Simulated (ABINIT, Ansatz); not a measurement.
# A GW chain in ABINIT: LiCNO (R3m), part 3 of 3

Wanted: ground state, empty states, screening and self-energy for LiCNO (R3m).

ABINIT 10.8.3; PBEsol and many-body steps on it, plane waves. Known limits of the many-body steps: not at the basis limit.

So far. Step 4 (Empty states on the mesh, 4×4×4 mesh, 150 bands): On this mesh the gap is 4.664 eV. Step 5 (Screening, 4×4×4 mesh, 142 bands, screening to 217.7 eV): Local fields lower ε∞ by 22 %.

## Step 6: Self-energy, 4×4×4 mesh, 142 bands, screening to 217.7 eV

The self-energy is evaluated for the states that the input lists, and the levels follow from it, in one-shot runs by the linearised quasiparticle equation.

This step: G0W0 on PBEsol, plane waves, norm-conserving pseudopotentials.

Contents of run.abi:

```
acell 3*1.0 Angstrom
rprim 
  1.643988180588 0.949157018607 4.762053928800
  -1.643988180588 0.949157018607 4.762053928800
  0.000000000000 -1.898314037214 4.762053928800
ntypat 4
znucl 3 6 7 8
natom 4
typat 1 2 3 4
xred 
  0.005259000000 0.005259000000 0.005259000000
  0.497462000000 0.497462000000 0.497462000000
  0.413960000000 0.413960000000 0.413960000000
  0.583333333333 0.583333333333 0.583333333333
pp_dirpath "pseudos"
pseudos "Li.upf, C.upf, N.upf, O.upf"
ecut 37
ngkpt 4 4 4
nshiftk 1
shiftk 0 0 0
kptopt 1
chksymbreak 0
istwfk *1
occopt 1
irdwfk 1
optdriver 4
nband 142
gwcalctyp 0
ecutsigx 37
symsigma 1
nkptgw 2
kptgw 
  0.5000000000 0.5000000000 0.5000000000
  0.0000000000 0.0000000000 0.0000000000
bdgw 
  8 12
  8 12
ecuteps 8
irdscr 1
ppmodel 1
indata_prefix "in"
outdata_prefix "out"
tmpdata_prefix "tmp"
```

Started as:

```
$ OMP_NUM_THREADS=1 mpirun -n 4 abinit run.abi > log
```

Numbers of over 12 decimals in the logs are rounded to 6 here.

The log of the run:

```text
.Version 10.8.3 of ABINIT. v10.8.2 released Aug 2026.

 Symmetries : space group R3 m (#160); Bravais hR (rhombohedral)
[... echo of the input left out ...]
== DATASET  1 ==================================================================
-   mpi_nproc: 4, omp_nthreads: 1 (-1 if OMP is not activated)

--- !DatasetInfo
iteration_state: {dtset: 1, }
dimensions: {natom: 4, nkpt: 13, mband: 142, nsppol: 1, nspinor: 1, nspden: 1, mpw: 3276, }
cutoff_energies: {ecut:  37.0, pawecutdg:  -1.0, }
electrons: {nelect:   1.80000000E+01, charge:   0.00000000E+00, occopt:   1.00000000E+00, tsmear:   1.00000000E-02, }

 SIGMA: Calculation of the GW corrections

 Based on a program developped by R.W. Godby, V. Olevano, G. Onida, and L. Reining.
 Incorporated in ABINIT by V. Olevano, G.-M. Rignanese, and M. Torrent.
.Using double precision arithmetic ; gwpc =  8

[... cell and pseudopotentials left out ...]
--------------------------------------------------------------------------------

 ==== K-mesh for the wavefunctions ====
 Number of points in the irreducible wedge :    13
[... list of points left out ...]
 Together with  6 symmetry operations and time-reversal symmetry
 yields    64 points in the full Brillouin Zone.

 ==== Q-mesh for screening function ====
 Number of points in the irreducible wedge :    13
[... list of points left out ...]
 Together with  6 symmetry operations and time-reversal symmetry
 yields    64 points in the full Brillouin Zone.

 vcoul_init : cutoff-mode = AUXILIARY_FUNCTION
 q-points for optical limit:   1
     1)      0.000010    0.000020    0.000030
 setmesh: FFT mesh size selected  =    54x   54x   54
          total number of points  =       157464

 Number of electrons calculated from density =   18.0000; Expected =   18.0000
 average of density, n =  0.059826
 r_s =    1.5861
 omega_plasma =   23.5940 [eV]

 === KS Band Gaps ===
  >>>> For spin  1
   Minimum direct gap =   4.8204 [eV], located at k-point      :   0.0000  0.0000  0.0000
   Fundamental gap    =   4.6643 [eV], Top of valence bands at :   0.5000  0.5000  0.5000
                                       Bottom of conduction at :   0.0000  0.0000  0.0000
 SIGMA fundamental parameters:
 PLASMON POLE MODEL  1
 number of plane-waves for SigmaX                 3259
 number of plane-waves for SigmaC and W            299
 number of plane-waves for wavefunctions          3259
 number of bands                                   142
 number of independent spin polarizations            1
 number of spinorial components                      1
 number of k-points in IBZ                          13
 number of q-points in IBZ                          13
 number of symmetry operations                       6
 number of k-points in BZ                           64
 number of q-points in BZ                           64
 number of frequencies for dSigma/dE                 9
 frequency step for dSigma/dE [eV]                0.25
 number of omega for Sigma on real axis              0
 max omega for Sigma on real axis  [eV]           0.00
 zcut for avoiding poles [eV]                     0.10

 EPSILON^-1 parameters (SCR file):
 dimension of the eps^-1 matrix on file            299
 dimension of the eps^-1 matrix used               299
 number of plane-waves for wavefunctions          3259
 number of bands                                   142
 number of q-points in IBZ                          13
 number of frequencies                               2
 number of real frequencies                          1
 number of imag frequencies                          1

 matrix elements of self-energy operator (all in [eV])

 Perturbative Calculation

--- !SelfEnergy_ee
iteration_state: {dtset: 1, }
kpoint     : [   0.500,    0.500,    0.500, ]
spin       : 1
KS_gap     :    4.997
QP_gap     :    7.805
Delta_QP_KS:    2.808
data: !SigmaeeData |
     Band     E0 <VxcDFT>   SigX SigC(E0)      Z dSigC/dE  Sig(E)    E-E0       E
        8  -0.072 -17.881 -22.041   2.221   0.809  -0.235 -19.451  -1.569  -1.641
        9  -0.072 -17.881 -22.041   2.221   0.809  -0.235 -19.451  -1.569  -1.641
       10   4.925  -9.746  -5.044  -3.274   0.868  -0.152  -8.507   1.239   6.164
       11   7.610 -15.970  -9.345  -3.592   0.817  -0.223 -13.491   2.480  10.089
       12   7.610 -15.970  -9.345  -3.592   0.817  -0.223 -13.491   2.480  10.089

--- !SelfEnergy_ee
iteration_state: {dtset: 1, }
kpoint     : [   0.000,    0.000,    0.000, ]
spin       : 1
KS_gap     :    4.820
QP_gap     :    7.653
Delta_QP_KS:    2.833
data: !SigmaeeData |
     Band     E0 <VxcDFT>   SigX SigC(E0)      Z dSigC/dE  Sig(E)    E-E0       E
        8  -0.228 -17.700 -21.924   2.243   0.809  -0.235 -19.304  -1.604  -1.832
        9  -0.228 -17.700 -21.924   2.243   0.809  -0.235 -19.304  -1.604  -1.832
       10   4.593 -10.335  -5.608  -3.304   0.863  -0.158  -9.106   1.229   5.822
       11   7.799 -16.092  -9.352  -3.659   0.816  -0.226 -13.579   2.514  10.313
       12   7.799 -16.092  -9.352  -3.659   0.816  -0.226 -13.579   2.514  10.313

== END DATASET(S) ==============================================================
================================================================================

 -outvars: echo values of variables after computation  --------
           etotal      0.0000000000E+00
            nband         142
             nkpt          13
          spgroup         160
 [... the other variables as echoed above ...]

 Calculation completed.
```

Wall time 28 s (4 MPI ranks of Intel Xeon Platinum 8375C at 2.90GHz (Ice Lake), shared host); peak memory 2.6 GiB; 1.8 min of CPU time.

Numbers from this step:

| Property | Result |
| --- | --- |
| G0W0 gap on the points computed | 7.463 eV |
| starting gap on the mesh | 4.664 eV |
| k of the valence top | 0.5, 0.5, 0.5 |
| k of the conduction bottom | 0, 0, 0 |
| Z at the valence top | 0.809 |
| Z at the conduction bottom | 0.863 |
| least direct G0W0 gap on the computed points | 7.654 eV |

The gap on the mesh goes from 4.66 eV to 7.46 eV, a correction of +2.80 eV.

Limits: finite bands, cutoff and mesh. v1 is the top filled band, c1 the lowest empty one. Levels before and after the correction, in eV, zero at the valence-band top of each column:

```tsv
	conduction bottom	valence top
Kohn-Sham	4.66	0.00
G0W0	7.46	0.00
```

```tsv
	level	energy (eV)
Kohn-Sham	(0.5 0.5 0.5) v2-v1	0.000
Kohn-Sham	(0.5 0.5 0.5) c1	4.997
Kohn-Sham	(0.5 0.5 0.5) c2-c3	7.681
Kohn-Sham	Γ v2-v1	-0.156
Kohn-Sham	Γ c1	4.664
Kohn-Sham	Γ c2-c3	7.871
G0W0	(0.5 0.5 0.5) v2-v1	0.000
G0W0	(0.5 0.5 0.5) c1	7.805
G0W0	(0.5 0.5 0.5) c2-c3	11.730
G0W0	Γ v2-v1	-0.191
G0W0	Γ c1	7.463
G0W0	Γ c2-c3	11.954
```

## Step 7: Where the time went

Times are wall times on 4 MPI ranks of Intel Xeon Platinum 8375C at 2.90GHz (Ice Lake), shared host, good to a factor of about two.

```tsv
step	time	share	memory (GiB)
ground state	91 s	19 %	0.47
bands along the symmetry lines	27 s	6 %	0.37
empty states on the mesh	1.7 min	21 %	2.6
screening	3.9 min	48 %	2.6
self-energy	28 s	6 %	2.6
```

## Step 8: Outcome

```
PBEsol gap           : 4.66 eV, indirect
G0W0 gap on the mesh : 7.46 eV
GW settings          : 4×4×4 mesh, 142 bands, screening to 217.7 eV, Godby-Needs plasmon pole
known limits         : not at the basis limit
```

In words: G0W0 moves the gap on the mesh from 4.66 eV to 7.46 eV (+2.80 eV), with Z of 0.81 and 0.86 at the edges. Local fields lower the RPA ε∞ on this mesh from 3.08 to 2.39. Only 2 of the mesh's irreducible points were corrected, so a valley elsewhere could overtake. The dearest step here is «screening». Bands and cutoff are finite, so the gap is not at the basis limit. The miss can reach some tenths of an eV and take either sign; the mesh is an error of its own. In the G0W0 run levels were corrected at 2 k points alone, so a gap called «on the mesh» is the least over those, and an edge elsewhere would be missed.

[Paths, hosts, dates, memory and timing lines, banners, echoed tables and standing remarks are left out of the program output.]

[Logs are printed without paths, hosts, clocks, repeated set-up lines and the standing remarks that a program may print on its own settings, such as how far it seeks lower states.]

[Runs of the session that timed out or met a known fault of the program may be left out.]

[Hosts, paths, dates, database ids (printed as entryN), source tags and the programs' standing remarks are cut or masked in the printed files.]

[G0W0 gaps are taken among the corrected bands and points alone; a level outside them can change the order at an edge.]

[Where Ansatz stands beside ABINIT at settings called matched, ABINIT's density can come from a denser mesh and the files from another edition; pairs whose starting gaps differed by over 0.03 eV were left out, so agreement reads better than it is.]
